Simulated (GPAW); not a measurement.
# Optical response of Mo, part 2 of 2

Aim: the dielectric function of Mo, and the optical constants that follow from it.

GPAW 26.7.0; DFT, LDA, plane-wave PAW (GPAW data sets), scalar-relativistic, RPA, optical limit.

So far. Step 2 (Ground state): There are states at the Fermi level within the smearing, so the occupations stay smeared and the carriers get a Drude term.

### Step 4. Dielectric function, RPA

Transitions between filled and empty bands, summed over the zone, give the optical response, so mesh, band count and broadening shape it.

The induced potential is part of this response.

This step: DFT, LDA, plane-wave PAW (GPAW data sets), scalar-relativistic, RPA, optical limit (GPAW 26.7.0).

File df.py:

```python
from gpaw.response.df import DielectricFunction

df = DielectricFunction('full.gpw', frequencies={'type': 'nonlinear', 'domega0': 0.03, 'omega2': 8},
                        ecut=50,
                        eta=0.15,
                        nbands=18,
                        rate=0.05,
                        txt='df.txt')
for direction in ['x']:
    df.get_dielectric_function(xc='RPA', direction=direction, filename=f'df_{direction}.csv')
```

On the command line:

```
$ OMP_NUM_THREADS=1 python df.py
```

Numbers of over 12 decimals in the logs are rounded to 6 here.

The log of the run:

```text
Using integrator: PointIntegrator
NonLinearFrequencyDescriptor(from 0.000 to 99.342 eV, 540 points)
Nonperiodic BCs:  [False False False]
Using integrator: PointIntegrator
NonLinearFrequencyDescriptor(from 0.000 to 99.342 eV, 540 points)
Nonperiodic BCs:  [False False False]
Using integrator: PointIntegrator

Calculating chi0 body with:
    Ground state adapter containing:
    Number of spins: 1
    Number of kpoints: 3375
    Number of irreducible kpoints: 120
    Number of completely occupied states: 6
    Number of partially occupied states: 9

    Linear response parametrization:
    q_c: [0.0, 0.0, 0.0]
    Number of frequency points: 540
    Planewave cutoff: 50.0
    Number of bands: 18
    Number of planewaves: 13
    Broadening (eta): 0.15

Integrating chi0 body.

Symmetries of q_c:
    Direct symmetries (Uq -> q): 48
    Indirect symmetries (TUq -> q): 0
In total 48 allowed symmetries.

120 groups of equivalent kpoints. 96.444444% reduction.

Integral kind: spectral function

Calculating chi0 optical extensions with:
    Ground state adapter containing:
    Number of spins: 1
    Number of kpoints: 3375
    Number of irreducible kpoints: 120
    Number of completely occupied states: 6
    Number of partially occupied states: 9

    Linear response parametrization:
    Number of frequency points: 540
    Planewave cutoff: 50.0
    Number of bands: 18
    Number of planewaves: 13
    Broadening (eta): 0.15
Integrating chi0 head and wings.

Symmetries of q_c:
    Direct symmetries (Uq -> q): 48
    Indirect symmetries (TUq -> q): 0
In total 48 allowed symmetries.

120 groups of equivalent kpoints. 96.444444% reduction.

Integral kind: spectral function wings

Calculating drude chi0 with:
    Number of frequency points:540
    Plasma frequency decay rate: 0.05 eV

    Ground state adapter containing:
    Number of spins: 1
    Number of kpoints: 3375
    Number of irreducible kpoints: 120
    Number of completely occupied states: 6
    Number of partially occupied states: 9

Symmetries of q_c:
    Direct symmetries (Uq -> q): 48
    Indirect symmetries (TUq -> q): 0
In total 48 allowed symmetries.

120 groups of equivalent kpoints. 96.444444% reduction.

Integral kind: intraband
Plasma frequency:
[[6.09+0.j 0.  -0.j 0.  -0.j]
 [0.  -0.j 6.09+0.j 0.  -0.j]
 [0.  -0.j 0.  +0.j 6.09+0.j]]
```

Run time: 6.5 s. Hardware: 1 thread of Intel Xeon at 2.70GHz, shared host; peak memory 0.19 GiB.

This step gave:

| Property | Result |
| --- | --- |
| centre of weight of the strongest loss peak in the window | 10.44 eV |

Some rows of df_x.csv (energy; Re and Im without local fields; Re and Im with them):

```text
0.000000, 14873.208076, 0.000000, 14873.128901, 0.000000
0.460735, -132.073705, 49.317963, -132.148022, 49.309452
0.943989, -20.509713, 24.970125, -20.567211, 24.954605
1.451455, 9.540255, 19.167120, 9.483815, 19.164694
1.984998, 9.338049, 26.989052, 9.273288, 26.948371
2.546682, 7.199880, 25.359039, 7.173935, 25.354226
3.138794, 0.538099, 20.371348, 0.508901, 20.384315
3.763875, 1.666564, 24.752549, 1.627903, 24.801379
4.424758, -8.026600, 20.817740, -8.126951, 20.878711
5.124608, -9.645017, 10.717073, -9.767452, 10.718199
5.866977, -8.370524, 7.482996, -8.463972, 7.475673
6.655862, -4.992303, 3.688063, -5.083955, 3.671282
7.495775, -4.770508, 3.171598, -4.850074, 3.170527
8.391833, -3.294329, 1.613524, -3.369443, 1.594289
9.349861, -1.690956, 1.157323, -1.770259, 1.146373
10.376517, -0.175495, 0.896979, -0.240916, 0.891642
11.479449, 1.029205, 3.025507, 0.987650, 3.066895
12.667487, -0.482825, 2.550654, -0.603334, 2.629555
13.950874, -0.306566, 1.632675, -0.500139, 1.674560
```

Sum at mesh points, not converged in k. Im ε, E ∥ x against photon energy; read off at these points:

photon energy (eV), Im ε, E ∥ x and a bar:
```
    0.500         41 ##############################
    0.750         33 ########################
    1.000         20 ###############
    1.250         16 ###########
    1.500         20 ##############
    1.750         24 #################
    1.949         27 ####################
    2.000         27 ###################
    2.250         26 ##################
    2.500         25 ##################
    2.750         27 ###################
    3.000         23 ################
    3.250         20 ##############
    3.500         19 ##############
    3.750         25 ##################
    4.000         24 ##################
    4.112         25 ##################
    4.250         23 ################
    4.500         20 ###############
    4.750         16 ###########
    5.000         12 ########
    5.250         10 #######
    5.500          9 ######
    5.750          8 #####
    6.000          7 ####
    6.250          5 ###
    6.500          4 ##
    6.750          4 ##
    7.000          4 ##
    7.250          4 ###
    7.500          3 ##
    7.750          3 #
    8.000          2 #
    8.250          2 #
    8.500          1 
    8.750          1 
    9.000          1 
    9.250          1 
    9.500          1 
    9.750          1 
   10.000          1 
   10.250          1 
   10.500          1 
   10.750          1 
   11.000          1 
   11.250          2 #
   11.500          3 ##
   11.750          3 #
   12.000          2 #
   12.250          2 #
   12.500          3 ##
   12.750          2 #
   13.000          2 #
   13.250          3 #
   13.500          2 #
   13.750          2 #
```

Values under 1 per cm are given as 1; sum at mesh points, not converged in k. Table of absorption coefficient, E ∥ x by photon energy:

photon energy (eV), log10 absorption coefficient, E ∥ x (1/cm) and a bar from the least value:
```
    0.492        5.7 #######
    1.010        5.7 ####
    1.486        5.6 
    1.985        5.8 ##########
    2.508        5.9 ##############
    3.018        6.0 ###################
    3.510        6.0 ##################
    3.980        6.2 #########################
    4.516        6.3 #############################
    4.981        6.3 ##############################
    5.515        6.3 #############################
    6.021        6.3 ##############################
    6.494        6.2 ############################
    6.985        6.2 ###########################
    7.496        6.2 #############################
    8.026        6.2 ############################
    8.516        6.2 ##########################
    9.023        6.1 #######################
    9.483        6.1 ######################
   10.026        6.0 #################
   10.519        5.9 ############
   11.029        5.9 ############
   11.479        6.1 ######################
   12.023        6.1 ######################
   12.504        6.2 ###########################
   13.000        6.2 #########################
   13.512        6.2 ###########################
```

The loss function −Im 1/ε at q → 0, E ∥ x has structure finer than the step of the table below, so its rows give means over 0.5 eV, whole bins alone (the curve runs from 0.305 to 14.0 eV). Peaks (eV: height): 10.52: 1.12, 11.94: 0.451.

Sum at mesh points, not converged in k. The loss function −Im 1/ε at q → 0, E ∥ x by energy loss; means over each step:

energy loss (eV), loss function −Im 1/ε at q → 0, E ∥ x and a bar:
```
      1.0       0.04 
      1.5       0.04 
      2.0       0.03 
      2.5       0.04 
      3.0       0.04 
      3.5       0.05 
      4.0       0.04 
      4.5       0.04 
      5.0       0.05 
      5.5       0.06 #
      6.0       0.06 #
      6.5       0.08 #
      7.0       0.11 ##
      7.5       0.10 ##
      8.0       0.11 ##
      8.5       0.12 ###
      9.0       0.21 #####
      9.5       0.32 #########
     10.0       0.69 ####################
     10.5       1.03 ##############################
     11.0       0.58 #################
     11.5       0.32 #########
     12.0       0.42 ############
     12.5       0.35 ##########
     13.0       0.43 ############
     13.5       0.43 ############
```

Sum at mesh points, not converged in k. Im ε, E ∥ x against photon energy; read off at these points:

```
photon energy (eV)  without local fields  with local fields
             0.500                  41.1               41.1
             0.750                  32.5               32.5
             1.000                  20.5               20.4
             1.250                  16.3               16.3
             1.500                  20.0               20.0
             1.750                  23.8               23.8
             1.949                  27.1               27.1
             2.000                  26.8               26.8
             2.250                  25.7               25.7
             2.500                  25.0               25.0
             2.750                  26.7               26.7
             3.000                  22.7               22.8
             3.250                  20.0               20.0
             3.500                  19.1               19.2
             3.750                  24.7               24.7
             4.000                  24.4               24.4
             4.112                  25.4               25.4
             4.250                  22.7               22.8
             4.500                  20.4               20.5
             4.750                  15.5               15.5
             5.000                  12.1               12.1
             5.250                  10.3               10.3
             5.500                  9.06               9.05
             5.750                  8.22               8.22
             6.000                  6.79               6.78
             6.250                  4.57               4.55
             6.500                  3.61               3.60
             6.750                  3.81               3.78
             7.000                  4.16               4.14
             7.250                  4.41               4.41
             7.500                  3.16               3.16
             7.750                  2.68               2.68
             8.000                  2.49               2.48
             8.250                  1.85               1.84
             8.500                  1.48               1.46
             8.750                  1.13               1.13
             9.000                 0.991              0.984
             9.250                  1.29               1.28
             9.500                 0.932              0.916
             9.750                 0.919              0.903
            10.000                 0.894              0.884
            10.250                 0.911              0.905
            10.500                 0.900              0.894
            10.750                  1.01              0.994
            11.000                  1.36               1.37
            11.250                  1.65               1.66
            11.500                  3.04               3.08
            11.750                  2.60               2.65
            12.000                  2.25               2.30
            12.250                  2.43               2.49
            12.500                  3.06               3.15
            12.750                  2.32               2.39
            13.000                  2.12               2.19
            13.250                  2.47               2.54
            13.500                  2.06               2.13
            13.750                  1.99               2.05
```

Sum at mesh points, not converged in k. Reflectivity at normal incidence, E ∥ x against photon energy; read off at these points:

```
photon energy (eV)  reflectivity at normal incidence, E ∥ x (%)
             0.500                                         93.5
             0.750                                         79.0
             1.000                                         72.1
             1.250                                         47.6
             1.500                                         48.8
             1.750                                         51.7
             2.000                                         54.4
             2.250                                         54.2
             2.500                                         53.6
             2.750                                         56.1
             2.898                                         57.8
             3.000                                         56.6
             3.250                                         52.8
             3.500                                         50.5
             3.750                                         55.7
             4.000                                         57.6
             4.250                                         62.2
             4.500                                         63.9
             4.750                                         66.8
             5.000                                         67.8
             5.250                                         65.8
             5.500                                         64.6
             5.750                                         67.0
             6.000                                         69.1
             6.250                                         73.3
             6.282                                         73.5
             6.500                                         69.5
             6.750                                         62.5
             7.000                                         58.3
             7.250                                         59.5
             7.500                                         66.3
             7.750                                         65.5
             8.000                                         65.4
             8.250                                         69.5
             8.500                                         69.7
             8.750                                         70.4
             9.000                                         65.1
             9.250                                         54.7
             9.416                                         59.5
             9.500                                         58.8
             9.750                                         49.4
            10.000                                         38.9
            10.250                                         30.0
            10.500                                         18.6
            10.750                                         9.31
            11.000                                         8.77
            11.250                                         8.61
            11.500                                         19.2
            11.750                                         23.7
            12.000                                         18.4
            12.250                                         19.5
            12.500                                         25.0
            12.750                                         27.9
            13.000                                         22.4
            13.250                                         25.6
            13.425                                         29.5
            13.500                                         29.4
            13.750                                         26.9
```

Optical constants at common wavelengths, from n + ik = √ε:

```csv
wavelength (nm),n,k,R (%),1/α
1550,2.76,5.835,77.1,21 nm
800,4.14,2.513,49.4,25 nm
633,4.40,3.073,54.4,16 nm
365,3.26,2.949,51.4,9.8 nm
308,3.42,3.623,58.1,6.8 nm
248,1.65,3.671,67.8,5.4 nm
193,0.70,2.636,71.7,5.8 nm
```

A polished face would reflect 54 % of daylight and look light grey (CIE x = 0.311, y = 0.324 under D65).

### Step 5. Results

| Item | Value |
| --- | --- |
| centre of weight of the strongest loss peak in the window, first axis | 10.4 eV |

At this level (LDA, RPA) Mo is a metal. The mesh is too coarse to trust the carriers' weight, the reflectivity or the colour to better than tens of per cent. A polished face would reflect 54 % of daylight and look light grey (CIE x = 0.311, y = 0.324 under D65). The carriers' damping of 0.05 eV is typed, not computed; it shapes the response at the lowest energies. In this version of GPAW the matrix elements of the optical limit are incomplete, which can lower ε − 1 by up to a tenth where first-row anions or d states rule, and shift it by more in d metals. GPAW's carrier term has the form −ωp²/(ω + i·rate)², which damps like twice the rate and fails at low energy, so the curves leave the lowest energies out. The sum runs over mesh points 0.19 Å⁻¹ apart with no interpolation, so peaks are partly noise of the mesh, and the Drude plasma energy, a sum over the Fermi surface, isn't converged.

[Machine, clock and banner lines and Python warnings are left out of the logs.]

[Logs are printed without paths, hosts, clocks, repeated set-up lines and the standing remarks that a program may print on its own settings, such as how far it seeks lower states.]

[Hosts, paths, dates, database ids (printed as entryN), source tags and the programs' standing remarks are cut or masked in the printed files.]
